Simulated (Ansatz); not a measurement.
# Na on Mo(110): change of the work function, part 3 of 3

How does one ordered layer of Na (hollow site) change the work function of Mo(110), and what dipole does each adsorbate carry?

Ansatz 0.2.0; plane-wave DFT, PBE, Ansatz PAW.

So far, work function, upper face (eV): step 2 (the clean slab) 4.60.

### 3. Adsorbate added (continued)

The density of states has structure finer than the step of the table below, so its rows give means over 0.2 eV. Peaks (eV: height): -3.73: 28.2, -2.92: 28.9, -2.74: 39.8, -1.86: 30.4, -1.56: 27.9, 0.99: 36.4, 1.05: 31.5.

The density of states by energy, zero at the Fermi level; means over each step:

```
energy (eV)  density of states (states/eV a cell)
       -7.0                                     0
       -6.8                                0.0762
       -6.6                                 0.865
       -6.4                                 0.845
       -6.2                                 0.954
       -6.0                                  1.03
       -5.8                                  1.08
       -5.6                                  1.29
       -5.4                                  2.65
       -5.2                                  2.62
       -5.0                                  7.38
       -4.8                                  15.1
       -4.6                                  16.5
       -4.4                                  16.7
       -4.2                                  16.7
       -4.0                                  17.8
       -3.8                                  25.5
       -3.6                                  22.5
       -3.4                                  15.9
       -3.2                                  20.9
       -3.0                                  23.8
       -2.8                                  25.7
       -2.6                                  20.5
       -2.4                                  19.6
       -2.2                                  22.3
       -2.0                                  18.4
       -1.8                                  25.5
       -1.6                                  24.7
       -1.4                                  21.2
       -1.2                                  18.8
       -1.0                                  14.7
       -0.8                                  12.8
       -0.6                                  15.1
       -0.4                                  13.7
       -0.2                                  12.3
        0.0                                  14.4
        0.2                                  17.3
        0.4                                  20.3
        0.6                                  20.6
        0.8                                  21.7
        1.0                                  28.3
        1.2                                  24.7
```

Projected DOS per atom over height of the atomic layer and energy from the Fermi level. Layers: Mo4 Mo4 Mo4 Mo4 Na from below.

Ten even steps from '_' (0.00 states/eV) to '@' (1.80 states/eV), each cell a mean:
```
##%%%%##--
%%****##::
##++==##..
++::::++..
**::::**..
**::--**..
@@++==%%..
%%****@@::
%%****%%__
%%######__
++@@@@**__
**##****__
**####**__
--%%%%--__
::**##::__
__....____
__________
__________
__________
__________
__________
__________
```
Columns: height of the atomic layer (Å) from 9 to 18.3 (not evenly spaced); rows upwards: energy from the Fermi level (eV) from -7.96 to 1.34.

ELF in the ca plane at fractional y = 0.500, with atoms of Mo and Na within 0.2 Å of it. It is the smooth field of the valence electrons, not physical close to the nuclei.

Ten even steps from '0' (0.00) to '9' (0.72), each cell a mean:
```
89645545536989834544555543321100000000000000
97345434533798435444556554322110000000000000
43355444553344345444566653211111000000000000
43555444565433465444566520000112100000000000
53355444553354345444566201100012210000000000
97345434533798435444564037751001211000000000
89645545536989834544562176683001221000000000
59646545537958844545662274483001221000000000
99545434535999635444563157871001211000000000
75345434543575345444565113420001210000000000
43455444564333455444566410000012110000000000
43455444564343455444566642111111100000000000
75345434543576335444556654322211000000000000
99545434535999635444555544322110000000000000
59646545537958844545565543321100000000000000
```
Columns run along c (16.0 Å, from fractional 0.33 to 0.91 of the cell), rows up along a (5.5 Å). Atoms in or near the plane, at fractional coordinates: Mo at (0.33, 0.00), Mo at (0.49, 0.00), Mo at (0.33, 0.50), Mo at (0.49, 0.50), Na at (0.66, 0.50).

Electrostatic potential energy in the ca plane at fractional y = 0.500, with atoms of Mo and Na within 0.2 Å of it. With pseudopotentials it is smooth inside the atoms' cores, unlike the true potential.

Ten even steps from '0' (-64 eV) to '9' (9 eV), each cell a mean:
```
01589999985000389999999999999999999999999999
24799999997423689999999999999999999999999999
78999989999877899999999999999999999999999999
89999989999988999999999999999999999999999999
78999989999777899999999999899999999999999999
24799999997423689999999986689999999999999999
01589999985000389999999851168999999999999999
00489999984000379999999840058999999999999999
02689999986201589999999974478999999999999999
56899999998656799999999998889999999999999999
88999989999888999999999999999999999999999999
88999989999888999999999999999999999999999999
56899999998655799999999999999999999999999999
02689999986101589999999999999999999999999999
00489999984000379999999999999999999999999999
```
Columns run along c (16.0 Å, from fractional 0.33 to 0.91 of the cell; values clipped at the 3rd and 97th percentile), rows up along a (5.5 Å). Atoms in or near the plane, at fractional coordinates: Mo at (0.33, 0.00), Mo at (0.49, 0.00), Mo at (0.33, 0.50), Mo at (0.49, 0.50), Na at (0.66, 0.50).

Valence density in the ca plane at fractional y = 0.500, with atoms of Mo and Na within 0.2 Å of it. It is the smooth field of the valence electrons, not physical close to the nuclei.

Values in units of 1e0 e/Å³, 8 rows by 16 columns, each cell a mean:
```
3.4 0.3 0.3 0.6 4.4 1.1 0.3 0.2 0.0 0.0 0.0 0.0 0.0 0.0 0.0 0.0
0.5 0.3 0.3 0.3 0.6 0.3 0.3 0.2 0.1 0.0 0.0 0.0 0.0 0.0 0.0 0.0
1.0 0.3 0.3 0.3 1.2 0.4 0.3 0.2 0.1 0.3 0.0 0.0 0.0 0.0 0.0 0.0
4.3 0.4 0.3 0.8 5.4 1.5 0.3 0.2 0.6 9.5 0.2 0.0 0.0 0.0 0.0 0.0
3.4 0.3 0.3 0.6 4.4 1.1 0.3 0.2 0.3 5.4 0.1 0.0 0.0 0.0 0.0 0.0
0.5 0.3 0.3 0.3 0.6 0.3 0.3 0.2 0.1 0.1 0.0 0.0 0.0 0.0 0.0 0.0
1.0 0.3 0.3 0.3 1.2 0.4 0.3 0.2 0.1 0.0 0.0 0.0 0.0 0.0 0.0 0.0
4.3 0.4 0.3 0.8 5.4 1.5 0.3 0.2 0.0 0.0 0.0 0.0 0.0 0.0 0.0 0.0
```
Columns run along c (16.0 Å, from fractional 0.33 to 0.91 of the cell), rows up along a (5.5 Å). Atoms in or near the plane, at fractional coordinates: Mo at (0.33, 0.00), Mo at (0.49, 0.00), Mo at (0.33, 0.50), Mo at (0.49, 0.50), Na at (0.66, 0.50).

The relaxation took 8 steps and lowered the energy by 0.086 eV; the largest force on the free atoms ends at 0.012 eV/Å.

By hand: a sheet of dipoles makes a step −p/(ε₀A) in the electron's potential. With e/ε₀ = 180.95 V·Å, p = 0.4171 e·Å and A = 28.07 Å², that is −180.95 × (0.4171) / 28.07 = -2.689 eV, and the two vacuum levels of the run differ by -2.689 eV.

The covered face has 1.95 eV, -2.64 eV against the clean one; the bare back face has moved by -0.05 eV, a measure of how thin the slab is.

### 4. Work function against coverage

This step: plane-wave DFT, PBE, Ansatz PAW; work function against coverage (Ansatz 0.2.0).

The runs are now put side by side.

Numbers from this step:

* work function of the clean face: 4.598 eV
* largest change of the work function: -2.643 eV

The work function of the covered face by coverage:

```
coverage (adsorbates/nm²)  work function of the covered face (eV)
                     0.00                                    4.60
                     3.56                                    1.95
```

The dipole per adsorbate comes from the change of the cell's dipole. Coverage, by row:

```
coverage (1/nm²)  coverage (ML)  work function (eV)  change (eV)  dipole per adsorbate, positive end outwards (debye)  mean height of the added atoms over the highest substrate atom (Å)
           3.563           0.25               1.955       -2.643                                                 1.93                                                               2.651
```

### 5. Summary of results

| Quantity | Value |
| --- | --- |
| work function of the clean face | 4.60 eV |
| work function at 0.25 ML | 1.95 eV |
| dipole per adsorbate at 0.25 ML, positive end outwards | 1.93 D |

Na lowers the work function of Mo(110) at the lowest coverage, by 2.64 eV: the adsorbate layer has its positive end outwards. One coverage alone was completed, so no trend follows. The slab has 4 layers, at the tabulated experimental lattice constant, one starting site was run, and quantum-size effects of a slab this thin can reach one or two tenths of an eV.

[Long decimals in the printed logs are rounded to 6 places.]

[Logs are printed without paths, hosts, clocks, repeated set-up lines and the standing remarks that a program may print on its own settings, such as how far it seeks lower states.]

[Hosts, paths, dates, database ids (printed as entryN), source tags and the programs' standing remarks are cut or masked in the printed files.]

[Maps of the electrostatic potential energy from Ansatz leave out the sawtooth potential of an applied field or a dipole correction, so their vacuum need not be flat; planar profiles and work functions include it.]
